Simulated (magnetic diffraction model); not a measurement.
**Solving a magnetic structure from powder neutron data: Rb3PrV2O8**

Space group P2_1/m (no. 11), a = 7.9290 Å, b = 6.3760 Å, c = 10.5410 Å, β = 91.04°.

```
site  atom       x       y       z
  2e    Pr  0.5076     3/4  0.7900
  2e    Rb  0.9945     1/4  0.3089
  2e    Rb  0.6881     1/4  0.5807
  2e    Rb  0.1396     1/4  0.9148
  2e     V  0.6946     1/4  0.9277
  2e     V  0.2647     1/4  0.5860
  2e     O  0.2040     3/4  0.9222
  2e     O  0.5275     3/4  0.0323
  4f     O  0.7505  0.0171  0.8342
  2e     O  0.0321     1/4  0.5903
  2e     O  0.3261     1/4  0.4155
  4f     O  0.3416  0.0033  0.6682
```

The compound is invented for this exercise: a known structure type with other elements, its cell scaled to their sizes and not relaxed.

Only Pr is taken to order (form factors of Pr3+); orders and moment sizes are assumed, and not adapted to the symmetry. Radiation: neutrons of λ = 2.52 Å, 8° to 50°; isotropic B of 0.25 Å² (Pr), 0.29 Å² (Rb), 0.32 Å² (V) and 0.29 Å² (O). The intensities are simulated: I ∝ L Σ (|F_N|² + |F_M⊥|²) for unpolarised neutrons, with F_M = 2.695 fm/μB × Σ f(s) S exp(2πi Q·r) exp(−B s²) at Q = H ± k (one set where k and −k are equivalent), only the part normal to Q counting and L = 1/(sin²θ cos θ). For collinear order S is the moment m, which repeats by lattice and centring translations R with the sign exp(−2πi k·R). Form factors are spin-only for 3d ions and dipole or tabulated for f ions, scattering lengths are Sears's of 1992, and absorption is left out. A label names one of the reflections at its angle. The strongest nuclear line in the range is 100, and lines under 0.2 are left out.

Above the ordering temperature:

```tsv
2θ (°)	index	I
13.73	(0 0 1)	0.4
18.29	(1 0 0)	7.1
23.14	(1 0 1)	2.3
26.71	(0 1 1)	17.1
32.42	(1 1 -1)	3.5
33.08	(1 0 -2)	0.3
36.14	(0 1 2)	0.5
37.07	(2 0 0)	14.2
39.46	(2 0 -1)	4.2
40.55	(1 1 -2)	3.1
41.04	(1 1 2)	1.3
42.04	(0 0 3)	14.3
43.96	(2 1 0)	3.1
45.87	(1 0 -3)	0.2
46.05	(2 1 -1)	20.5
46.44	(2 0 -2)	8.2
46.49	(2 1 1)	11.2
46.56	(0 2 0)	100.0
47.31	(2 0 2)	3.9
48.35	(0 1 3)	88.3
```

Below it (cell unchanged):

```tsv
2θ (°)	I
13.73	4.1
18.29	7.1
22.74	0.3
23.14	3.0
26.71	46.8
27.67	11.4
32.42	17.3
32.71	13.1
33.08	6.0
33.66	5.0
36.14	4.5
37.07	14.2
39.46	4.2
40.55	5.2
41.04	4.2
42.04	17.2
43.96	3.2
45.87	2.1
46.05	23.9
46.44	9.8
46.49	14.4
46.52	2.2
46.56	105.1
47.31	5.2
48.35	93.4
48.78	0.7
```

**Question.** Find the propagation vector, then choose among these models:
A. collinear moments along [001], 2.3 μB on Pr; signs + at (0.5076, 3/4, 0.7900), − at (0.4924, 1/4, 0.2100)
B. collinear moments along [001], 2.3 μB on Pr; signs + at (0.5076, 3/4, 0.7900), + at (0.4924, 1/4, 0.2100)
C. collinear moments along [100], 2.3 μB on Pr; signs + at (0.5076, 3/4, 0.7900), − at (0.4924, 1/4, 0.2100)
D. collinear moments along [100], 2.3 μB on Pr; signs + at (0.5076, 3/4, 0.7900), + at (0.4924, 1/4, 0.2100)

No line moves, and magnetic intensity falls on nuclear lines such as the one at 26.71°; new lines at (1 0 -1), (1 1 1) and (1 0 2) have whole indices that obey the lattice centring, at places with no nuclear intensity to speak of, so the magnetic cell equals the chemical primitive cell: k = 0.

Magnetic intensity, observed (below minus above) and for each model:

| 2θ (°) | index | observed | A | B | C | D |
| --- | --- | --- | --- | --- | --- | --- |
| 13.73 | (0 0 1) | 3.7 | <0.2 | <0.2 | 56.5 | 3.7 |
| 18.29 | (1 0 0) | <0.2 | 0.1 | 33.8 | <0.2 | <0.2 |
| 22.74 | (1 0 -1) | 0.3 | 13.3 | 0.6 | 7.3 | 0.3 |
| 22.80 | (0 1 0) | <0.2 | 21.8 | <0.2 | 21.8 | <0.2 |
| 26.71 | (0 1 1) | 29.6 | 1.4 | 21.7 | 1.9 | 29.6 |
| 29.38 | (1 1 0) | <0.2 | 26.0 | 0.1 | 15.8 | <0.2 |
| 32.42 | (1 1 -1) | 13.8 | 0.7 | 16.7 | 0.6 | 13.8 |
| 32.71 | (1 1 1) | 13.1 | 1.5 | 15.7 | 1.2 | 13.1 |

Model D matches.

The absence at (1 0 0) is telling: Q lies along the moments there, so the part normal to Q vanishes.

The structure used: k = (0 0 0), collinear moments along [100], 2.3 μB on Pr; signs + at (0.5076, 3/4, 0.7900), + at (0.4924, 1/4, 0.2100).

[Logs are printed without paths, hosts, clocks, repeated set-up lines and the standing remarks that a program may print on its own settings, such as how far it seeks lower states.]
